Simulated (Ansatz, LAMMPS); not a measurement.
## Compressing and expanding amorphous 84SiO2-16PbO (mol %) (122 atoms)

How stiff is amorphous 84SiO2-16PbO (mol %) (122 atoms)?

Calculated with Ansatz 0.2.0; Kohn-Sham DFT, PBE, PAW (set soft_2), plane waves.

**1. The starting structure**

The cell holds 122 atoms: 36 Si, 7 Pb and 79 O. Cell: a = 12.166 Å, b = 12.166 Å, c = 12.166 Å, α = 90.0°, β = 90.0°, γ = 90.0°. 122 atoms (36 Si, 7 Sr, 79 O) placed at random at 2.61 g/cm³, melted at 5000 K for 10 ps at fixed volume with the Morse and Coulomb pair potential with partial charges (Pedone, Malavasi, Menziani, Cormack and Segre, J. Phys. Chem. B 110, 11780 (2006)). Quenched from 5000 K to 300 K at 100 K/ps and fixed volume, held 10 ps at zero pressure, then minimised at fixed cell. Then Sr was replaced by Pb and the cell scaled by 1.008 (the potential has no terms for the new elements, so the cell is a start for a DFT relaxation).

Limits known from the start: The quench rate of 100 K/ps is many orders above laboratory rates, so the cell is likely richer in defects and strain than a real sample. The starting topology of bonds comes from the classical model, and needn't be the one that DFT or experiment would give. The Brillouin zone is sampled at Γ only. The levels lack spin–orbit coupling, which is large for the heavy elements here.

**2. Single point at the start**

A single point comes first, to see the forces before anything moves.

The input, input.yaml:

```yaml
crystal:
  lattice:
    - [12.16623, 0.0, 0.0]
    - [0.0, 12.16623, 0.0]
    - [0.0, 0.0, 12.16623]
  atoms:
    - { symbol: Si, position: [0.79647, 0.21731, 0.70792] }
    - { symbol: Si, position: [0.0163, 0.07094, 0.30937] }
    - { symbol: Si, position: [0.79754, 0.50484, 0.24229] }
    - { symbol: Si, position: [0.00241, 0.35934, 0.0008] }
    - { symbol: Si, position: [0.61596, 0.24532, 0.88193] }
    - { symbol: Si, position: [0.34623, 0.53295, 0.01068] }
    - { symbol: Si, position: [0.96422, 0.31023, 0.25564] }
    - { symbol: Si, position: [0.69155, 0.04594, 0.55668] }
    - { symbol: Si, position: [0.66727, 0.57879, 0.78912] }
    - { symbol: Si, position: [0.05243, 0.03904, 0.56815] }
    - { symbol: Si, position: [0.9542, 0.14465, 0.90497] }
    - { symbol: Si, position: [0.74279, 0.83196, 0.41834] }
    - { symbol: Si, position: [0.74633, 0.6081, 0.55551] }
    - { symbol: Si, position: [0.73639, 0.1045, 0.05212] }
    - { symbol: Si, position: [0.56051, 0.50766, 0.24527] }
    - { symbol: Si, position: [0.35707, 0.29522, 0.89375] }
    - { symbol: Si, position: [0.37961, 0.87992, 0.00529] }
    - { symbol: Si, position: [0.52874, 0.70408, 0.07961] }
    - { symbol: Si, position: [0.47424, 0.95715, 0.65788] }
    - { symbol: Si, position: [0.27417, 0.14906, 0.3002] }
    - { symbol: Si, position: [0.75143, 0.84387, 0.03755] }
    - { symbol: Si, position: [0.32418, 0.54916, 0.27429] }
    - { symbol: Si, position: [0.84035, 0.37526, 0.51368] }
    - { symbol: Si, position: [0.19425, 0.36422, 0.36908] }
    - { symbol: Si, position: [0.54648, 0.46144, 0.60027] }
    - { symbol: Si, position: [0.08349, 0.53002, 0.69034] }
    - { symbol: Si, position: [0.62182, 0.26242, 0.44193] }
    - { symbol: Si, position: [0.39201, 0.12296, 0.07635] }
    - { symbol: Si, position: [0.58543, 0.26456, 0.18486] }
    - { symbol: Si, position: [0.46389, 0.74157, 0.79449] }
    - { symbol: Si, position: [0.06479, 0.30194, 0.5769] }
    - { symbol: Si, position: [0.10732, 0.58587, 0.94715] }
    [... 84 atom lines left out ...]
    - { symbol: O, position: [0.62953, 0.81513, 0.35948] }
    - { symbol: O, position: [0.04335, 0.68492, 0.99323] }
    - { symbol: O, position: [0.88332, 0.1831, 0.79877] }
    - { symbol: O, position: [0.88307, 0.40026, 0.95235] }
    - { symbol: O, position: [0.739, 0.94705, 0.4867] }
    - { symbol: O, position: [0.67754, 0.23404, 0.76586] }
kpoints:
  mp_grid: { grid: [1, 1, 1] }
hamiltonian:
  xc: pbe
scf:
  occupations: { method: gaussian, width: 0.05 }
output:
  forces: true
```

The run is started by

```console
> ansatz run input.yaml --threads 4 --pin off --max-ram 8192MiB --backend cpu --events-out ev --progress --plain --runs-dir out
```

The log of the run:

```text
[...]
Pseudopotentials: kind: paw
Pseudopotential: Si, paw, valence charge 4, recommended cutoff 420 eV (normal), Si.paw.azcp
Pseudopotential: Pb, paw, valence charge 14, recommended cutoff 420 eV (normal), Pb.paw.azcp
Pseudopotential: O, paw, valence charge 6, recommended cutoff 420 eV (normal), O.paw.azcp
[...]
Crystal: 122 atoms, lattice volume = 1800.811 Å³
Basis set: ecut = 420 eV, 35273 PW (Γ), exchange–correlation on 180×180×180 points (8 copies of the dense FFT grid, shifted against one another)
Bands: 480, of which v1, the nominal top of the filled ones, is band 358 counted from 1 (357 counted from 0)
Symmetry: 1 space group operations
Space group: P1 (ITA 1), of the structure as read, at distance tolerance 1.2e-4 Å
k-points: 1
[...]
Initial density: superposition of atomic densities (neutral atoms: chi_scale 0, normalization atom), corrected by the library's trained network
Initial wavefunctions: pseudopotential atomic-orbital guess
[...]
SCF iter   1: F=—  HF=-151167.399080 eV  |F-HF|=—  |Δ(HF+E_count)|=         —  Δρ=2.28e-3  dr2=1.53e-1  ethr=1.77e-3  ⟨swp⟩=6.0  Hψ=2280  notcnv=0  defer=66
preconditioner: auto → Resta (q_TF=auto, 2.340 Å⁻¹)  ε∞=3.1  [insulator: Δε(μ)=2.373 eV  Ē_g=16.164 eV  σ=0.050 eV  W_gap=1.00  n_scr=388 (ndim 8)  ℏωp=23.4 eV  f_vac=0.167  D(μ)=0.00/eV (n_scr^D=0)  ε∞_Penn≈3.1]
SCF iter   2: F=—  HF=-151167.388591 eV  |F-HF|=—  |Δ(HF+E_count)|=   1.05e-2  Δρ=1.24e-3  dr2=3.64e-2  ethr=2.14e-5  ⟨swp⟩=2.0  Hψ=803  notcnv=0  defer=105
SCF iter   3: F=—  HF=-151167.388085 eV  |F-HF|=—  |Δ(HF+E_count)|=   5.06e-4  Δρ=7.09e-4  dr2=1.29e-2  ethr=5.08e-6  ⟨swp⟩=2.0  Hψ=665  notcnv=0  defer=40
automatic band count: iteration 3 solves 415 bands in place of 480: the levels show a gap, and the empty bands left out lie too high to hold charge; the band table lists the bands solved (type scf.n_extra_bands for more)
SCF iter   4: F=—  HF=-151167.386445 eV  |F-HF|=—  |Δ(HF+E_count)|=   1.64e-3  Δρ=2.32e-4  dr2=1.24e-3  ethr=1.80e-6  ⟨swp⟩=2.0  Hψ=660  notcnv=0  defer=40
SCF iter   5: F=—  HF=-151167.386402 eV  |F-HF|=—  |Δ(HF+E_count)|=   4.26e-5  Δρ=1.17e-4  dr2=2.56e-4  ethr=1.73e-7  ⟨swp⟩=2.0  Hψ=666  notcnv=0  defer=40
[...]
SCF iter   9: F=—  HF=-151167.390645 eV  |F-HF|=—  |Δ(HF+E_count)|=   4.84e-7  Δρ=3.67e-6  dr2=2.33e-7  ethr=1.73e-10  ⟨swp⟩=2.0  Hψ=660  notcnv=0  defer=50
SCF iter  10: F=-151167.390645 eV  HF=-151167.390645 eV  |F-HF|=6.64e-9  |Δ(HF+E_count)|=  3.78e-10  Δρ=1.39e-6  dr2=3.74e-8  ethr=1.40e-11  ⟨swp⟩=4.0  Hψ=1405  notcnv=0
SCF 1 converged in 10 iterations: F = -151167.390645 eV  dr2 = 3.74e-8
[...]
SCF converged after 10 iterations
Free energy (F): -151167.390645 eV
Harris-Foulkes:  -151167.390645 eV  (|F-HF|=6.64e-9)
Internal energy: -151167.390645 eV  (E = F + TS)
E sigma→0 (E₀):  -151167.390645 eV
Fermi energy:    4.700605 eV
--- Per-component energies (eV) ---
[...]
Σ components = -151167.390645   (vs F -151167.390645, Δ=0.00e0)
--- Forces (eV/Å), atoms counted from 1 ---
  atom   1  Si    -0.94512125     0.45488233    -0.10663234
  atom   2  Si     2.14491183     1.60667379     0.81516327
  atom   3  Si    -0.82743992    -0.47390221    -2.19828849
  atom   4  Si    -1.90955541     0.78208941     0.70324395
[...]
atom 122  O     -0.68541479     0.06959510    -0.67152751
  max |Σ_I F_I| component: 3.13e-5 eV/Å
```

Elapsed: 26 s, on 4 threads of Arm Neoverse V1, shared host; peak memory 2.7 GiB.

The r.m.s. force at the start is 0.92 eV/Å.

**3. Cell and atoms relaxed**

The cell is relaxed with the atoms, since the starting lattice needn't suit this functional.

The input, input.yaml:

```yaml
crystal:
  lattice:
    - [12.16623, 0.0, 0.0]
    - [0.0, 12.16623, 0.0]
    - [0.0, 0.0, 12.16623]
  atoms:
    [... the 122 atom lines of step 2 ...]
kpoints:
  mp_grid: { grid: [1, 1, 1] }
hamiltonian:
  xc: pbe
scf:
  occupations: { method: gaussian, width: 0.05 }
output:
  forces: true
relax:
  f_tol: 0.05
  max_steps: 150
  cell: {}
```

The log of the run:

```text
[...]
Crystal: 122 atoms, lattice volume = 1800.811 Å³
Basis set: ecut = 420 eV, 35273 PW (Γ), exchange–correlation on 180×180×180 points (8 copies of the dense FFT grid, shifted against one another)
Bands: 480, of which v1, the nominal top of the filled ones, is band 358 counted from 1 (357 counted from 0)
Symmetry: 1 space group operations
[...]
k-points: 1
[...]
SCF iter   1: F=—  HF=-151167.399081 eV  |F-HF|=—  |Δ(HF+E_count)|=         —  Δρ=2.28e-3  dr2=1.53e-1  ethr=1.77e-3  ⟨swp⟩=6.0  Hψ=2280  notcnv=0  defer=66
[...]
SCF iter   9: F=—  HF=-151167.390645 eV  |F-HF|=—  |Δ(HF+E_count)|=   4.79e-7  Δρ=3.72e-6  dr2=2.39e-7  ethr=1.73e-10  ⟨swp⟩=2.0  Hψ=660  notcnv=0  defer=115
SCF iter  10: F=-151167.390645 eV  HF=-151167.390645 eV  |F-HF|=6.46e-9  |Δ(HF+E_count)|=   1.08e-9  Δρ=1.39e-6  dr2=3.77e-8  ethr=1.40e-11  ⟨swp⟩=4.0  Hψ=1460  notcnv=0
SCF 1 converged in 10 iterations: F = -151167.390645 eV  dr2 = 3.77e-8
[...]
relax step   1: F+E_penalty+E_count = -151167.39064488 eV  Δ(F+E_penalty+E_count) = +0.000e0 eV  max|allowed force component| = 2.770e0 eV/Å  Δτ_max = 0.0000 Å  P = +1.645 GPa  Ω = 1800.811 Å³  (10 SCF iters, dr2 threshold 1.00e-7 eV, accepted)
[... from here on, the SCF cycles and remarks between the steps are left out ...]
relax step   2: F+E_penalty+E_count = -151170.50579421 eV  Δ(F+E_penalty+E_count) = -3.115e0 eV  max|allowed force component| = 1.859e0 eV/Å  Δτ_max = 0.1949 Å  P = +1.315 GPa  Ω = 1792.305 Å³  energy of the carried Pulay correction = +2.670e-2 eV  (8 SCF iters, dr2 threshold 1.22e-5 eV, accepted)
relax step   3: F+E_penalty+E_count = -151172.71555509 eV  Δ(F+E_penalty+E_count) = -2.210e0 eV  max|allowed force component| = 8.741e-1 eV/Å  Δτ_max = 0.1988 Å  P = +0.302 GPa  Ω = 1793.687 Å³  energy of the carried Pulay correction = +2.236e-2 eV  (8 SCF iters, dr2 threshold 1.22e-5 eV, accepted)
relax step   4: F+E_penalty+E_count = -151173.40916266 eV  Δ(F+E_penalty+E_count) = -6.936e-1 eV  max|allowed force component| = 5.319e-1 eV/Å  Δτ_max = 0.1998 Å  P = -0.277 GPa  Ω = 1802.978 Å³  energy of the carried Pulay correction = -6.783e-3 eV  (8 SCF iters, dr2 threshold 1.22e-5 eV, accepted)
relax step   5: F+E_penalty+E_count = -151173.87167148 eV  Δ(F+E_penalty+E_count) = -4.625e-1 eV  max|allowed force component| = 5.748e-1 eV/Å  Δτ_max = 0.1914 Å  P = -0.229 GPa  Ω = 1808.043 Å³  energy of the carried Pulay correction = -2.261e-2 eV  (7 SCF iters, dr2 threshold 1.22e-5 eV, accepted)
relax step   6: F+E_penalty+E_count = -151174.30818383 eV  Δ(F+E_penalty+E_count) = -4.365e-1 eV  max|allowed force component| = 3.734e-1 eV/Å  Δτ_max = 0.2000 Å  P = -0.168 GPa  Ω = 1823.397 Å³  energy of the carried Pulay correction = -7.030e-2 eV  (7 SCF iters, dr2 threshold 1.22e-5 eV, accepted)
relax step   7: F+E_penalty+E_count = -151174.50956093 eV  Δ(F+E_penalty+E_count) = -2.014e-1 eV  max|allowed force component| = 5.799e-1 eV/Å  Δτ_max = 0.1973 Å  P = +0.039 GPa  Ω = 1833.104 Å³  energy of the carried Pulay correction = -1.002e-1 eV  (7 SCF iters, dr2 threshold 8.72e-6 eV, accepted)
relax step   8: F+E_penalty+E_count = -151174.70015900 eV  Δ(F+E_penalty+E_count) = -1.906e-1 eV  max|allowed force component| = 2.587e-1 eV/Å  Δτ_max = 0.2000 Å  P = -0.036 GPa  Ω = 1845.009 Å³  energy of the carried Pulay correction = -1.368e-1 eV  (7 SCF iters, dr2 threshold 1.22e-5 eV, accepted)
relax step   9: F+E_penalty+E_count = -151174.77214862 eV  Δ(F+E_penalty+E_count) = -7.199e-2 eV  max|allowed force component| = 2.486e-1 eV/Å  Δτ_max = 0.0887 Å  P = -0.052 GPa  Ω = 1849.402 Å³  energy of the carried Pulay correction = -1.502e-1 eV  (7 SCF iters, dr2 threshold 4.18e-6 eV, accepted)
relax step  10: F+E_penalty+E_count = -151174.94465108 eV  Δ(F+E_penalty+E_count) = -1.725e-1 eV  max|allowed force component| = 1.613e-1 eV/Å  Δτ_max = 0.2000 Å  P = +0.061 GPa  Ω = 1842.557 Å³  energy of the carried Pulay correction = -1.293e-1 eV  (8 SCF iters, dr2 threshold 3.86e-6 eV, accepted)
relax step  11: F+E_penalty+E_count = -151174.97663938 eV  Δ(F+E_penalty+E_count) = -3.199e-2 eV  max|allowed force component| = 2.031e-1 eV/Å  Δτ_max = 0.1234 Å  P = -0.197 GPa  Ω = 1846.421 Å³  energy of the carried Pulay correction = -1.411e-1 eV  (8 SCF iters, dr2 threshold 1.63e-6 eV, accepted)
relax step  12: F+E_penalty+E_count = -151175.06692610 eV  Δ(F+E_penalty+E_count) = -9.029e-2 eV  max|allowed force component| = 1.638e-1 eV/Å  Δτ_max = 0.2000 Å  P = -0.015 GPa  Ω = 1844.153 Å³  energy of the carried Pulay correction = -1.341e-1 eV  (9 SCF iters, dr2 threshold 2.58e-6 eV, accepted)
relax step  13: F+E_penalty+E_count = -151175.09420945 eV  Δ(F+E_penalty+E_count) = -2.728e-2 eV  max|allowed force component| = 2.461e-1 eV/Å  Δτ_max = 0.1590 Å  P = -0.118 GPa  Ω = 1845.298 Å³  energy of the carried Pulay correction = -1.376e-1 eV  (8 SCF iters, dr2 threshold 1.68e-6 eV, accepted)
[...]
relax step  23: F+E_penalty+E_count = -151175.29184657 eV  Δ(F+E_penalty+E_count) = -2.552e-2 eV  max|allowed force component| = 1.390e-1 eV/Å  Δτ_max = 0.0520 Å  P = +0.026 GPa  Ω = 1854.062 Å³  energy of the carried Pulay correction = -1.644e-1 eV  (6 SCF iters, dr2 threshold 1.14e-5 eV, accepted)
relax step  24: F+E_penalty+E_count = -151175.29124394 eV  Δ(F+E_penalty+E_count) = +6.026e-4 eV  max|allowed force component| = 1.422e-1 eV/Å  Δτ_max = 0.2000 Å  P = -0.063 GPa  Ω = 1861.564 Å³  energy of the carried Pulay correction = -1.871e-1 eV  (8 SCF iters, dr2 threshold 1.21e-6 eV, accepted)
relax step  25: F+E_penalty+E_count = -151175.22954369 eV  Δ(F+E_penalty+E_count) = +6.170e-2 eV  max|allowed force component| = 2.543e-1 eV/Å  Δτ_max = 0.2000 Å  P = +0.011 GPa  Ω = 1861.365 Å³  energy of the carried Pulay correction = -1.865e-1 eV  (9 SCF iters, dr2 threshold 1.26e-6 eV, rejected (line search))
relax step  26: F+E_penalty+E_count = -151175.31167733 eV  Δ(F+E_penalty+E_count) = -2.043e-2 eV  max|allowed force component| = 1.797e-1 eV/Å  Δτ_max = 0.0859 Å  P = +0.059 GPa  Ω = 1859.953 Å³  energy of the carried Pulay correction = -1.822e-1 eV  (12 SCF iters, accepted)
relax step  27: F+E_penalty+E_count = -151175.31401885 eV  Δ(F+E_penalty+E_count) = -2.342e-3 eV  max|allowed force component| = 7.425e-2 eV/Å  Δτ_max = 0.0613 Å  P = -0.006 GPa  Ω = 1860.680 Å³  energy of the carried Pulay correction = -1.844e-1 eV  (7 SCF iters, dr2 threshold 2.02e-6 eV, accepted)
relax step  28: F+E_penalty+E_count = -151175.27857490 eV  Δ(F+E_penalty+E_count) = +3.544e-2 eV  max|allowed force component| = 4.708e-1 eV/Å  Δτ_max = 0.1352 Å  P = +0.052 GPa  Ω = 1864.793 Å³  energy of the carried Pulay correction = -1.969e-1 eV  (9 SCF iters, dr2 threshold 3.45e-7 eV, rejected (line search))
relax step  29: F+E_penalty+E_count = -151175.31374258 eV  Δ(F+E_penalty+E_count) = +2.763e-4 eV  max|allowed force component| = 3.003e-2 eV/Å  Δτ_max = 0.0351 Å  P = -0.002 GPa  Ω = 1862.419 Å³  energy of the carried Pulay correction = -1.897e-1 eV  (12 SCF iters, accepted)
relax step  30: F+E_penalty+E_count = -151175.83014259 eV  Δ(F+E_penalty+E_count) = -5.164e-1 eV  max|allowed force component| = 2.937e-2 eV/Å  Δτ_max = 0.0000 Å  P = +0.419 GPa  Ω = 1862.419 Å³  stress off target by 8.79e-1 GPa  SCF on the basis re-selected at this cell (its energy is not comparable with the rows above)  (9 SCF iters)
relax step  31: F+E_penalty+E_count = -151175.83940421 eV  Δ(F+E_penalty+E_count) = -9.262e-3 eV  max|allowed force component| = 9.196e-2 eV/Å  Δτ_max = 0.0542 Å  P = -0.011 GPa  Ω = 1880.169 Å³  energy of the carried Pulay correction = -5.669e-2 eV  (8 SCF iters, dr2 threshold 1.93e-6 eV, accepted)
relax step  32: F+E_penalty+E_count = -151175.83485787 eV  Δ(F+E_penalty+E_count) = +4.546e-3 eV  max|allowed force component| = 8.332e-2 eV/Å  Δτ_max = 0.1125 Å  P = -0.051 GPa  Ω = 1891.571 Å³  energy of the carried Pulay correction = -9.542e-2 eV  (8 SCF iters, dr2 threshold 5.29e-7 eV, accepted)
relax step  33: F+E_penalty+E_count = -151175.82504984 eV  Δ(F+E_penalty+E_count) = +9.808e-3 eV  max|allowed force component| = 6.704e-2 eV/Å  Δτ_max = 0.0515 Å  P = -0.043 GPa  Ω = 1897.396 Å³  energy of the carried Pulay correction = -1.160e-1 eV  (8 SCF iters, dr2 threshold 4.34e-7 eV, accepted)
relax step  34: F+E_penalty+E_count = -151175.82039595 eV  Δ(F+E_penalty+E_count) = +4.654e-3 eV  max|allowed force component| = 4.915e-2 eV/Å  Δτ_max = 0.0372 Å  P = -0.005 GPa  Ω = 1900.465 Å³  energy of the carried Pulay correction = -1.269e-1 eV  (7 SCF iters, dr2 threshold 2.81e-7 eV, accepted)
relax step  35: F+E_penalty+E_count = -151175.95689463 eV  Δ(F+E_penalty+E_count) = -1.365e-1 eV  max|allowed force component| = 4.924e-2 eV/Å  Δτ_max = 0.0000 Å  P = +0.029 GPa  Ω = 1900.465 Å³  stress off target by 1.04e-1 GPa  SCF on the basis re-selected at this cell (its energy is not comparable with the rows above)  (7 SCF iters)
relax step  36: F+E_penalty+E_count = -151175.94624696 eV  Δ(F+E_penalty+E_count) = +1.065e-2 eV  max|allowed force component| = 4.836e-2 eV/Å  Δτ_max = 0.0613 Å  P = +0.011 GPa  Ω = 1906.359 Å³  energy of the carried Pulay correction = -1.799e-2 eV  (9 SCF iters, dr2 threshold 2.69e-8 eV, accepted)
relax step  37: F+E_penalty+E_count = -151175.96168684 eV  Δ(F+E_penalty+E_count) = -1.544e-2 eV  max|allowed force component| = 4.842e-2 eV/Å  Δτ_max = 0.0000 Å  P = +0.014 GPa  Ω = 1906.359 Å³  stress off target by 4.23e-2 GPa  SCF on the basis re-selected at this cell (its energy is not comparable with the rows above)  (5 SCF iters)
[...]
SCF converged after 5 iterations
Free energy (F): -151175.961687 eV
[...]
Internal energy: -151175.961687 eV  (E = F + TS)
E sigma→0 (E₀):  -151175.961687 eV
Fermi energy:    4.405466 eV
[...]
Σ components = -151175.961687   (vs F -151175.961687, Δ=0.00e0)
--- Forces (eV/Å), atoms counted from 1 ---
  atom   1  Si     0.01523481     0.00513855    -0.00783266
  atom   2  Si     0.01914892    -0.04842346    -0.00535029
  atom   3  Si     0.00703530    -0.01557098    -0.01007293
  atom   4  Si    -0.01041646    -0.02481314    -0.00494343
[...]
atom 122  O     -0.02310142    -0.00518202    -0.00748910
  max |Σ_I F_I| component: 3.40e-5 eV/Å
--- Stress (GPa, compression-positive) ---
        0.022381       0.008601      -0.004483
        0.008600      -0.017373      -0.011673
       -0.004482      -0.011673       0.037952
  P = ⅓ Tr σ = 0.0143 GPa (0.143 kbar)
--- Relaxed structure (34 steps of the walk, 31 accepted, 3 SCFs on fresh bases) ---
  F+E_penalty+E_count = -151175.96168684 eV   max|allowed force component| = 4.842e-2 eV/Å   (the final SCF, on the basis selected at the relaxed cell)
  cell:  # Å, volume = 1906.3587 Å³
    - [12.545440, 0.490884, -0.110937]
    - [0.490884, 11.815980, -0.326713]
    - [-0.110937, -0.326713, 12.890967]
  atoms:
    - { symbol: Si, position: [0.783402, 0.202033, 0.712004] }
    - { symbol: Si, position: [0.030895, 0.095099, 0.344549] }
    - { symbol: Si, position: [0.792568, 0.504525, 0.208594] }
    - { symbol: Si, position: [-0.00161242, 0.319676, -0.00884197] }
[...]
- { symbol: O, position: [0.666137, 0.237147, 0.761314] }
```

Elapsed: 19 min, on 4 threads; peak memory 2.8 GiB; 73 min of CPU time.

The relaxation converged after 34 steps, with a largest force component of 0.048 eV/Å.

(Continued in part 2 of 3.)

[Long decimals in the printed logs are rounded to 6 places.]

[Logs are printed without paths, hosts, clocks, repeated set-up lines and the standing remarks that a program may print on its own settings, such as how far it seeks lower states.]

[Hosts, paths, dates, database ids (printed as entryN), source tags and the programs' standing remarks are cut or masked in the printed files.]
